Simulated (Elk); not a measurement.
# KMn2S2: spin-resolved bands and density of states

How do the spin channels of KMn2S2 fill?

Method: LDA (Perdew-Wang); all-electron APW+lo, Dirac cores, scalar-relativistic bands, in Elk 11.2.3 (patched build).

### 1. Starting point

Symmetry: I4/mmm, No. 139, tetragonal system. The conventional cell has a = 3.911 Å, b = 3.911 Å, c = 13.385 Å, α = 90.00°, β = 90.00°, γ = 90.00°. Nearest to K lie 8 S at 3.42 Å. Mn has 4 S at 2.36 Å nearest. Nearest to S lie 4 Mn at 2.36 Å and 4 K at 3.42 Å. invented: KCo2Se2 (I4/mmm) with Mn for Co, S for Se. Farther neighbours and most contacts between anions are not listed.

The cell is a made-up one and need not be a known phase.

### 2. Ground-state run

Bands and densities of states are read from a converged potential, so the magnetic state comes first.

This is the lowest of the starts that converged (antiferro +-).

Moments are seeded by fields in the spheres (the last three columns under atoms), set against the wanted direction and reduced each loop.

Input file elk.in:

```
tasks
  0

xctype
  3

rgkmax
  7.0

nempty
  12

swidth
  0.005

reducebf
  0.6

epsengy
  1e-05

maxscl
  100

lmaxi
  2

spinpol
  .true.

sppath
  './'

avec
  -3.69511755176 3.69511755176 12.64745318223
  3.69511755176 -3.69511755176 12.64745318223
  3.69511755176 3.69511755176 -12.64745318223

atoms
  3
  'K.in'
  1
  0.0000000000 0.0000000000 0.0000000000   0.000000 0.000000 0.000000
  'Mn.in'
  2
  0.2500000000 0.7500000000 0.5000000000   0.000000 0.000000 -0.450000
  0.7500000000 0.2500000000 0.5000000000   0.000000 0.000000 0.450000
  'S.in'
  2
  0.3490740000 0.3490740000 0.0000000000   0.000000 0.000000 0.000000
  0.6509260000 0.6509260000 0.0000000000   0.000000 0.000000 0.000000

ngridk
  8 8 8
```

Command:

```console
OMP_NUM_THREADS=4 elk
```

Numbers of over 12 decimals in the logs are rounded to 6 here.

Log:

```text
Warning(gndstate): core states of species 3 leak from the muffin-tin :   0.1210152124E-03

--- INFO.OUT ---
┌─────────────────────────┐
│ Elk code version 11.2.3 │
└─────────────────────────┘

All units are atomic (Hartree, Bohr, etc.)

┌─────────────────────────────────────────────────┐
│ Ground-state run starting from atomic densities │
└─────────────────────────────────────────────────┘

Lattice vectors :
  -3.695117552       3.695117552       12.64745318
   3.695117552      -3.695117552       12.64745318
   3.695117552       3.695117552      -12.64745318

Species : 1 (K)
 parameters loaded from : K.in
 name : potassium
 nuclear charge    :   -19.00000000
 electronic charge :    19.00000000
 atomic mass :    71271.84090
 muffin-tin radius :    2.400000000
 number of radial points in muffin-tin :    497
 inner part over the whole radius :   0.9891652203E-02
 number on inner part of muffin-tin    :    349
 approximate nuclear radius :   0.6514746337E-04
 number of mesh points to nuclear radius :    160
 atomic positions (lattice), magnetic fields (Cartesian) :
  1 :   0.00000000  0.00000000  0.00000000    0.00000000  0.00000000  0.00000000

Species : 2 (Mn)
 parameters loaded from : Mn.in
 name : manganese
 nuclear charge    :   -25.00000000
 electronic charge :    25.00000000
 atomic mass :    100145.9370
 muffin-tin radius :    2.303363937
 number of radial points in muffin-tin :    497
 inner part over the whole radius :   0.9918422052E-02
 number on inner part of muffin-tin    :    350
 approximate nuclear radius :   0.7074591925E-04
 number of mesh points to nuclear radius :    166
 atomic positions (lattice), magnetic fields (Cartesian) :
  1 :   0.25000000 -0.25000000  0.50000000    0.00000000  0.00000000 -0.45000000
  2 :  -0.25000000  0.25000000  0.50000000    0.00000000  0.00000000  0.45000000

Species : 3 (S)
 parameters loaded from : S.in
 name : sulphur
 nuclear charge    :   -16.00000000
 electronic charge :    16.00000000
 atomic mass :    58450.91931
 muffin-tin radius :    2.111416942
 number of radial points in muffin-tin :    397
 inner part over the whole radius :   0.9822933700E-02
 number on inner part of muffin-tin    :    277
 approximate nuclear radius :   0.6195814986E-04
 number of mesh points to nuclear radius :    126
 atomic positions (lattice), magnetic fields (Cartesian) :
  1 :   0.34907400  0.34907400  0.00000000    0.00000000  0.00000000  0.00000000
  2 :  -0.34907400 -0.34907400  0.00000000    0.00000000  0.00000000  0.00000000

Total number of atoms per unit cell :    5
Total muffin-tin volume :    239.1408193
 ratio of muffin-tin to unit cell volume :   0.3462056276

Spin treatment :
 spin-polarised
 global magnetic field (Cartesian) :    0.000000000       0.000000000       0.000000000
 collinear magnetisation in z-direction

Number of Bravais lattice symmetries :   16
Number of crystal symmetries         :   16
Crystal has inversion symmetry
Real symmetric eigensolver will be used

k-point grid :      8     8     8
k-point offset :    0.000000000       0.000000000       0.000000000
k-point set is reduced with full crystal symmetry group
Total number of k-points :       59

Muffin-tin radius times maximum |G+k| :    7.000000000
 using average radius
Maximum |G+k| for APW functions       :    3.116773455
Maximum (1/2)|G+k|²                   :    4.857138384
Maximum |G| for potential and density :    12.00000000
Constant for pseudocharge density :    7
 order of it for each species :   14  14  14
 order of it for pair densities of each species (exact exchange by exxq0 0: 14) :   11  10   8
Radial integration step length :    1

G-vector grid sizes :     54    54    54
Number of G-vectors :    20121

Maximum angular momentum used for
 APW functions            :    8
 outer part of muffin-tin :    6
 inner part of muffin-tin :    2

Number of empty states         :     60
Total number of valence states :    172
Total number of core states    :     50

Third-order local-orbitals added for an l without core states : T
Total number of local-orbitals :     64

Exchange-correlation functional :      3     0     0
 Perdew-Wang/Ceperley-Alder, Phys. Rev. B 45, 13244 (1992)
 gradient requirement :    0
 local density approximation (LDA)

Smearing type :    3
 Fermi-Dirac
Smearing width :   0.5000000000E-02
Effective electronic temperature (K) :    1578.875124

Mixing type :    3
 Broyden mixing, J. Phys. A: Math. Gen. 17, L317 (1984)

Kohn-Sham potential initialised from atomic data

┌──────────────────────────────┐
│ Self-consistent loop started │
└──────────────────────────────┘

┌─────────────────┐
│ Loop number : 1 │
└─────────────────┘

Energies :
 Fermi                       :     0.63134418913114E-01
 sum of occupied eigenvalues :     -2150.8047327392
 electron kinetic            :      3746.1893249855
 core electron kinetic       :      3441.4605132272
 Coulomb                     :     -7275.2546444865
 Coulomb potential           :     -5632.1685509437
 nuclear-nuclear             :     -486.87803574114
 electron-nuclear            :     -7958.8059225402
 Hartree                     :      1170.4293137949
 Madelung                    :     -4459.1703690146
 xc potential                :     -264.57233195445
 xc effective B-field        :    -0.252368
 external B-field            :      0.000000
 exchange                    :     -173.37416324278
 correlation                 :     -8.251422
 electron entropic           :    -0.81633328460196E-02
 total energy                :     -3710.6990678260
 (external B-field energy excluded from total)

Density of states at Fermi energy :    106.9228932
 (states/Hartree/unit cell)

Estimated indirect band gap :   0.5782074438E-03
 from k-point 36 to k-point 27
Estimated direct band gap   :   0.2826868179E-02
 at k-point 27

Charges :
 core                        :    50.00000000
 valence                     :    51.00000000
 interstitial                :    6.824750109
 muffin-tins (core leakage)
  species : 1 (K)
   atom 1                    :    17.50930542     ( -0.3352405747E-05)
  species : 2 (Mn)
   atom 1                    :    24.09359102     ( -0.3557990713E-05)
   atom 2                    :    24.09359102     ( -0.3557990713E-05)
  species : 3 (S)
   atom 1                    :    14.23938122     (  0.1242511234E-03)
   atom 2                    :    14.23938122     (  0.1242511234E-03)
 total in muffin-tins        :    94.17524989
 total calculated charge     :    100.9995364
 total charge                :    101.0000000
 error                       :   0.4636075675E-03

Moments :
 interstitial                :   0.1891738502E-16
 muffin-tins
  species : 1 (K)
   atom 1                    :  -0.1503834111E-22
  species : 2 (Mn)
   atom 1                    :    2.678963229
   atom 2                    :   -2.678963229
  species : 3 (S)
   atom 1                    :  -0.5439568848E-20
   atom 2                    :   0.5439568848E-20
 total in muffin-tins        :  -0.7523163845E-36
 total moment                :   0.1891738502E-16

[... earlier loops left out ...]

┌──────────────────┐
│ Loop number : 21 │
└──────────────────┘

Energies :
 Fermi                       :     0.206937
 sum of occupied eigenvalues :     -2139.7336961202
 electron kinetic            :      3743.5157452827
 core electron kinetic       :      3442.2029851871
 Coulomb                     :     -7272.2143519398
 Coulomb potential           :     -5643.6625243666
 nuclear-nuclear             :     -486.87803574114
 electron-nuclear            :     -7941.1376678383
 Hartree                     :      1155.8013516396
 Madelung                    :     -4450.3830897565
 xc potential                :     -239.28448761958
 xc effective B-field        :    -0.302429
 external B-field            :      0.000000
 exchange                    :     -172.88290595355
 correlation                 :     -8.224457
 electron entropic           :    -0.87040399789927E-02
 total energy                :     -3709.8146741354
 (external B-field energy excluded from total)

Density of states at Fermi energy :    115.1913108
 (states/Hartree/unit cell)

Estimated indirect band gap :   0.5411844942E-03
 from k-point 14 to k-point 27
Estimated direct band gap   :   0.1896729295E-02
 at k-point 27

Charges :
 core                        :    50.00000000
 valence                     :    51.00000000
 interstitial                :    7.413985960
 muffin-tins (core leakage)
  species : 1 (K)
   atom 1                    :    17.57591568     ( -0.3353884836E-05)
  species : 2 (Mn)
   atom 1                    :    23.70708094     ( -0.3557991015E-05)
   atom 2                    :    23.70708094     ( -0.3557991015E-05)
  species : 3 (S)
   atom 1                    :    14.29796824     (  0.1210152124E-03)
   atom 2                    :    14.29796824     (  0.1210152124E-03)
 total in muffin-tins        :    93.58601404
 total calculated charge     :    100.9995710
 total charge                :    101.0000000
 error                       :   0.4290482466E-03

Moments :
 interstitial                :   0.3191756766E-16
 muffin-tins
  species : 1 (K)
   atom 1                    :  -0.1039004276E-22
  species : 2 (Mn)
   atom 1                    :    2.936536468
   atom 2                    :   -2.936536468
  species : 3 (S)
   atom 1                    :   0.1482110145E-19
   atom 2                    :  -0.1482110145E-19
 total in muffin-tins        :   0.4440892099E-15
 total moment                :   0.4760067775E-15

┌──────────────────────────────┐
│ Self-consistent loop stopped │
└──────────────────────────────┘

Warning : core states of species 3 leak from the muffin-tin :   0.1210152124E-03

Wrote STATE.OUT
```

Wall time 3.2 min (4 threads of Arm Neoverse V1, shared host); peak memory 0.29 GiB; 12 min of CPU time.

Spin moment in the muffin-tin sphere by atom:

```
atom  spin moment in the muffin-tin sphere (μB)
  K1                                       0.00
 Mn2                                       2.94
 Mn3                                      -2.94
  S4                                       0.00
  S5                                       0.00
```

This step gave:

```yaml
density_of_states_at_the_fermi_level: 4.233 states/eV/cell
moment_between_the_spheres: 0 μB
magnetization: 0 μB
final_state: antiferromagnetic
```

### 3. Bands and density of states

The potential is kept. Point names follow a standard table for this cell's lattice and can differ from other conventions. The density of states is interpolated from the levels on the mesh (so its value at the Fermi level can differ from the smeared one of the ground-state run), and the bands are solved anew along a path of special points.

elk.in, as its differences from that of step 2:

```diff
@@ -1,3 +1,5 @@
 tasks
-  0
+  10
+  20
+  15
 
@@ -45,4 +47,4 @@
   2
-  0.2500000000 0.7500000000 0.5000000000   0.000000 0.000000 -0.450000
-  0.7500000000 0.2500000000 0.5000000000   0.000000 0.000000 0.450000
+  0.2500000000 0.7500000000 0.5000000000   0.000000 0.000000 -0.000450
+  0.7500000000 0.2500000000 0.5000000000   0.000000 0.000000 0.000450
   'S.in'
@@ -54 +56,15 @@
   8 8 8
+
+wplot
+  300 60 1
+  -0.35000 0.25000
+
+plot1d
+  7 84
+  0.00000000 0.00000000 0.00000000
+  0.00000000 0.00000000 0.50000000
+  0.25000000 0.25000000 0.25000000
+  0.00000000 0.50000000 0.00000000
+  0.00000000 0.00000000 0.00000000
+  0.50000000 0.50000000 -0.50000000
+  0.27133980 0.72866020 -0.27133980
```

Command:

```console
OMP_NUM_THREADS=4 elk
```

Log:

```text
┌─────────────────────────────────┐
│ Elk code version 11.2.3 started │
└─────────────────────────────────┘

┌───────────────────┐
│ Current task : 10 │
└───────────────────┘
Info(checkmt): changed muffin-tin radius of species 2 (Mn) from   2.4000 to   2.3034
Info(checkmt): changed muffin-tin radius of species 3 (S) from   2.2000 to   2.1114

Info(writedos):
 Total density of states written to TDOS.OUT

 Partial density of states written to PDOS_Sss_Aaaaa.OUT
 for all species and atoms

 Spin-quantisation axis :    0.000000000       0.000000000       1.000000000

 Eigenvalues of a random matrix symmetrised with the site
 symmetries in the Yₗₘ basis written to ELMIREP.OUT for all
 species and atoms. Degenerate eigenvalues correspond to
 irreducible representations of each site symmetry group

 Interstitial density of states written to IDOS.OUT

 Fermi energy is at zero in plots

 DOS units are states/Hartree/unit cell

┌───────────────────┐
│ Current task : 20 │
└───────────────────┘

Info(bandstr):
 Band structure plot written to BAND.OUT

 Fermi energy is at zero in plot

 Vertex location lines written to BANDLINES.OUT

┌───────────────────┐
│ Current task : 15 │
└───────────────────┘

Info(writelsj):
 muffin-tin L, S and J expectation values written to LSJ.OUT

┌──────────────────┐
│ Elk code stopped │
└──────────────────┘
```

It took 64 s on 4 threads; peak memory 0.41 GiB; 3.3 min of CPU time.

Electronic bands along the path, in eV, zero at the Fermi level; # counts the bands kept:

```
          point  up #11  up #12  up #13  up #14  down #11  down #12  down #13  down #14
              Γ   -0.55    0.05    0.47    0.83     -0.55      0.05      0.47      0.83
        halfway   -1.21   -0.09    0.64    0.91     -1.21     -0.09      0.64      0.91
              X   -1.88   -0.12   -0.03    0.39     -1.88     -0.12     -0.03      0.39
0.40 of the way   -1.88   -0.11   -0.03    0.39     -1.88     -0.11     -0.03      0.39
              P   -1.88   -0.09   -0.06    0.39     -1.88     -0.09     -0.06      0.39
        halfway   -1.50    0.07    0.21    0.52     -1.50      0.07      0.21      0.52
              N   -1.37    0.05    0.79    0.81     -1.37      0.05      0.79      0.81
        halfway   -0.84    0.13    0.86    0.89     -0.84      0.13      0.86      0.89
              Γ   -0.55    0.05    0.47    0.83     -0.55      0.05      0.47      0.83
        halfway   -0.54    0.07    0.48    1.05     -0.54      0.07      0.48      1.05
              M   -0.52    0.16    0.28    1.04     -0.52      0.16      0.28      1.04
        halfway   -0.76    0.19    0.80    0.89     -0.76      0.19      0.80      0.89
              S   -1.38    0.07    0.80    0.81     -1.38      0.07      0.80      0.81
```

The density of states has structure finer than the step of the table below, so its rows give means over 0.5 eV, whole bins alone (the curve runs from -9.52 to 6.75 eV). Peaks (eV: height): up = down -4.90: 6.12, 0.05: 5.30, 0.76: 4.57, 1.09: 4.89; K1 p up = K1 p down 5.01: 0.0444, 5.61: 0.0549, 5.88: 0.0489, 6.20: 0.0487; Mn2 d up -4.90: 1.29, -2.23: 2.41, -1.36: 1.80, 0.98: 0.677; Mn2 d down 0.05: 3.74, 0.76: 2.46, 1.09: 3.00, 1.47: 1.94; S4 p up -6.15: 0.604, -4.90: 1.25, -4.41: 0.983, 6.20: 0.202.

The density of states by energy, zero at the Fermi level; means over each step; values in states/eV/cell:

```
energy (eV)  up = down  K1 p up = K1 p down  Mn2 d up  Mn2 d down  S4 p up  S4 p down
       -7.0          0                    0         0           0        0          0
       -6.5      0.519              0.00181    0.0276      0.0200   0.0909     0.0909
       -6.0       2.68               0.0117     0.170      0.0672    0.474      0.474
       -5.5      0.872              0.00378    0.0999      0.0330    0.160      0.160
       -5.0       4.41               0.0225     0.800       0.160    0.896      0.896
       -4.5       3.15              0.00639     0.323       0.224    0.703      0.703
       -4.0      0.368               2.2e-4    0.0352      0.0183   0.0861     0.0861
       -3.5          0                    0         0           0        0          0
       -3.0      0.453               1.2e-4     0.290      0.0755  0.00476    0.00476
       -2.5       2.63              0.00286      1.77       0.245   0.0365     0.0365
       -2.0       2.61              0.00296      1.79       0.181   0.0677     0.0677
       -1.5       2.67              0.00309      1.59       0.302    0.116      0.116
       -1.0       1.44              0.00110     0.868       0.184   0.0691     0.0690
       -0.5      0.197               1.6e-4     0.121      0.0238   0.0105     0.0105
        0.0       2.30              0.00281     0.164        1.58   0.0246     0.0246
        0.5       1.95              0.00437     0.204        1.13   0.0449     0.0449
        1.0       3.75              0.00625     0.472        2.20    0.136      0.136
        1.5       1.94              0.00318     0.124        1.23   0.0895     0.0894
        2.0      0.377              0.00231   0.00827       0.137   0.0282     0.0283
        2.5      0.572              0.00705   0.00847      0.0434   0.0266     0.0266
        3.0      0.963               0.0150    0.0265      0.0756   0.0331     0.0331
        3.5       1.58               0.0207    0.0663       0.154   0.0474     0.0474
        4.0       1.79               0.0270    0.0741       0.198   0.0514     0.0514
        4.5       1.39               0.0272    0.0582       0.160   0.0530     0.0530
        5.0       1.44               0.0274    0.0542       0.127   0.0549     0.0549
        5.5       2.25               0.0329    0.0768       0.133   0.0901     0.0901
        6.0       2.92               0.0361    0.0852       0.179    0.140      0.140
```

### 4. Outcome

| Quantity | Value |
| --- | --- |
| state | antiferromagnetic |
| largest moment | 2.94 μB |

Right at the Fermi level (the table gives means over its steps) the density of states is 4.4 states/eV a cell for spin up and 4.4 for spin down. Within the window shown, the centres of the Mn2 d states of the two spins lie 2.4 eV apart, a rough measure of the splitting of the spins. The state is the lowest of the starts that converged. These are Kohn–Sham levels without spin–orbit coupling.

[Logs and program files are shortened in this print: banners, set-up blocks, solver, clock and traceback lines can be left out without a mark of their own.]

[Logs are printed without paths, hosts, clocks, repeated set-up lines and the standing remarks that a program may print on its own settings, such as how far it seeks lower states.]

[Hosts, paths, dates, database ids (printed as entryN), source tags and the programs' standing remarks are cut or masked in the printed files.]

[Where a cell is said to come from a database of computed structures, the database is the Materials Project.]
